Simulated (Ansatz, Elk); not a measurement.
# How far do independent atoms describe MgGaSi?, part 2 of 2

The structure of MgGaSi used here is made up (a known structure type with other elements) and was relaxed beforehand with PBE. The aim is the Fourier transform of its all-electron density, F(hkl), set beside the sum over free spherical atoms that refinements use.

Elk 11.2.3 (patched build); all-electron DFT.

So far. Step 4 (Another try): Its structure factors differ from the first run's by R = 0.1 %.

The structure was built from a prototype and need not be the compound's stable phase.

**5. Another functional**

Level of this step: DFT, PBEsol, all-electron APW+lo, Dirac cores, scalar-relativistic bands, static density, no spin (Elk).

The difference from free atoms is small, so it is set against the change that PBEsol makes.

Contents of elk.in:

```
tasks
  0
  195

xctype
  22

spinpol
  .false.

rgkmax
  7.0

gmaxvr
  14.0

lmaxo
  7

lmaxapw
  8

swidth
  0.002

tshift
  .false.

ramdisk
  .false.

hmaxvr
  5.5

maxscl
  120

epspot
  1e-06

sppath
  './'

avec
  7.78520653047 0.00000000000 -0.00000000000
  -3.89260326523 6.74218662909 0.00000000000
  -0.00000000000 -0.00000000000 7.56997847342

atoms
  3
  'Ga.in'
  1
  0.3333333333 0.6666666667 0.5000000000   0.000000 0.000000 0.000000
  'Si.in'
  1
  0.6666666667 0.3333333333 0.5000000000   0.000000 0.000000 0.000000
  'Mg.in'
  1
  0.0000000000 0.0000000000 -0.0000000000   0.000000 0.000000 0.000000

ngridk
  6 6 6
```

Run with:

```bash
$ OMP_NUM_THREADS=4 elk
```

Numbers of over 12 decimals in the logs are rounded to 6 here.

Log:

```text
┌─────────────────────────┐
│ Elk code version 11.2.3 │
└─────────────────────────┘

All units are atomic (Hartree, Bohr, etc.)

┌─────────────────────────────────────────────────┐
│ Ground-state run starting from atomic densities │
└─────────────────────────────────────────────────┘

Lattice vectors :
   7.785206530       0.000000000      -0.000000000
  -3.892603265       6.742186629       0.000000000
  -0.000000000      -0.000000000       7.569978473

Reciprocal lattice vectors :
  0.8070672605      0.4659605001       0.000000000
[...]
species : 2 (Si)
   atom 1                    :    12.02351478     (  0.1969798855E-02)
  species : 3 (Mg)
   atom 1                    :    10.40233825     ( -0.9828258651E-07)
 total in muffin-tins        :    52.07399401
 total calculated charge     :    56.99682851
 total charge                :    57.00000000
 error                       :   0.3171492290E-02

┌──────────────────────────────┐
│ Self-consistent loop stopped │
└──────────────────────────────┘

Warning : core states of species 1 leak from the muffin-tin :   0.1176587716E-02

Warning : core states of species 2 leak from the muffin-tin :   0.1969798855E-02

Wrote STATE.OUT
[key lines of the parts left out:]
total energy                :     -2432.0623029480
```

The job ended after 13 s (4 threads of Arm Neoverse V2, shared host; peak memory 0.17 GiB).

Against the first run R = 0.04 %; the largest change is -0.018 at 300.

**6. Basis size**

The basis and the expansions that go with it are enlarged, to see whether the differences are converged.

Changes to elk.in since step 5:

```diff
@@ -5,3 +5,3 @@
 xctype
-  22
+  20
 
@@ -11,12 +11,12 @@
 rgkmax
-  7.0
+  8.5
 
 gmaxvr
-  14.0
+  18.0
 
 lmaxo
-  7
+  9
 
 lmaxapw
-  8
+  10
```

Run with:

```bash
$ OMP_NUM_THREADS=4 elk
```

Log:

```text
┌─────────────────────────┐
│ Elk code version 11.2.3 │
└─────────────────────────┘

All units are atomic (Hartree, Bohr, etc.)

┌─────────────────────────────────────────────────┐
│ Ground-state run starting from atomic densities │
└─────────────────────────────────────────────────┘

Lattice vectors :
   7.785206530       0.000000000      -0.000000000
  -3.892603265       6.742186629       0.000000000
  -0.000000000      -0.000000000       7.569978473

Reciprocal lattice vectors :
  0.8070672605      0.4659605001       0.000000000
[...]
species : 2 (Si)
   atom 1                    :    12.03159105     (  0.1951820358E-02)
  species : 3 (Mg)
   atom 1                    :    10.40463787     ( -0.9828258740E-07)
 total in muffin-tins        :    52.08006751
 total calculated charge     :    56.99688091
 total charge                :    57.00000000
 error                       :   0.3119093373E-02

┌──────────────────────────────┐
│ Self-consistent loop stopped │
└──────────────────────────────┘

Warning : core states of species 1 leak from the muffin-tin :   0.1159163364E-02

Warning : core states of species 2 leak from the muffin-tin :   0.1951820358E-02

Wrote STATE.OUT
[key lines of the parts left out:]
total energy                :     -2434.4837819427
```

It took 35 s on 4 threads; peak memory 0.22 GiB; 1.7 min of CPU time.

Against the first run R = 0.00 %; the largest change is -0.002 at 203.

**7. A coarser k-mesh**

About half the k-points along each axis test the sampling.

Changes to elk.in since step 6:

```diff
@@ -11,12 +11,12 @@
 rgkmax
-  8.5
+  7.0
 
 gmaxvr
-  18.0
+  14.0
 
 lmaxo
-  9
+  7
 
 lmaxapw
-  10
+  8
 
@@ -61,2 +61,2 @@
 ngridk
-  6 6 6
+  3 3 3
```

Run with:

```bash
$ OMP_NUM_THREADS=4 elk
```

Log:

```text
┌─────────────────────────┐
│ Elk code version 11.2.3 │
└─────────────────────────┘

All units are atomic (Hartree, Bohr, etc.)

┌─────────────────────────────────────────────────┐
│ Ground-state run starting from atomic densities │
└─────────────────────────────────────────────────┘

Lattice vectors :
   7.785206530       0.000000000      -0.000000000
  -3.892603265       6.742186629       0.000000000
  -0.000000000      -0.000000000       7.569978473

Reciprocal lattice vectors :
  0.8070672605      0.4659605001       0.000000000
[...]
species : 2 (Si)
   atom 1                    :    12.04261262     (  0.1955825620E-02)
  species : 3 (Mg)
   atom 1                    :    10.39715399     ( -0.9828258785E-07)
 total in muffin-tins        :    52.09796776
 total calculated charge     :    56.99686032
 total charge                :    57.00000000
 error                       :   0.3139683868E-02

┌──────────────────────────────┐
│ Self-consistent loop stopped │
└──────────────────────────────┘

Warning : core states of species 1 leak from the muffin-tin :   0.1160949056E-02

Warning : core states of species 2 leak from the muffin-tin :   0.1955825620E-02

Wrote STATE.OUT
[key lines of the parts left out:]
total energy                :     -2434.4539854650
```

It took 7.8 s on 4 threads; peak memory 0.17 GiB; 15 s of CPU time.

Against the first run R = 0.01 %; the largest change is +0.068 at 001.

**8. Settings against the effect**

```tsv
run	R against the first run (%)	R against neutral atoms, low angle (%)	wall time
PBE, rgkmax 7	0.00	0.76	13 s
PBEsol	0.04	0.78	13 s
rgkmax 8.5 with larger expansions	0.00	0.76	35 s
k-mesh 3×3×3	0.01	0.80	7.8 s
```

**9. Summary of results**

| Item | Value |
| --- | --- |
| R against neutral atoms, sin θ/λ < 0.3 Å⁻¹ | 0.76 % |
| R against neutral atoms, 0.3 to 0.82 Å⁻¹ | 0.21 % |

Independent neutral atoms miss the calculated amplitudes by R = 0.76 % below 0.3 Å⁻¹ and 0.21 % from there to 0.82 Å⁻¹; by shells, 0.55 % below 0.15 Å⁻¹ (2 forms), 0.79 % 0.15 to 0.3 (6 forms), 0.33 % 0.3 to 0.45 (11 forms), 0.18 % above 0.45 (61 forms). Bonding, aspherical density and the tables' own atoms all enter these figures, and the runs don't part them. The largest change of an amplitude is -0.36 electrons, at 110. R counts amplitudes alone; phases shift too. The window's part falls from 8.4 electrons at the origin to at most 0.17 between 0.45 and 0.82 Å⁻¹. Below 0.3 Å⁻¹ the changes that finished (PBEsol, rgkmax 8.5 with larger expansions and k-mesh 3×3×3) move F by R = 0.07 % at most, against the 0.76 % that separates it from free atoms. Part of the difference isn't bonding: the tables are fits to free atoms and ions calculated by other methods than this functional. Thermal motion, anomalous dispersion and extinction are left out.

[Logs are printed without paths, hosts, clocks, repeated set-up lines and the standing remarks that a program may print on its own settings, such as how far it seeks lower states.]

[Hosts, paths, dates, database ids (printed as entryN), source tags and the programs' standing remarks are cut or masked in the printed files.]
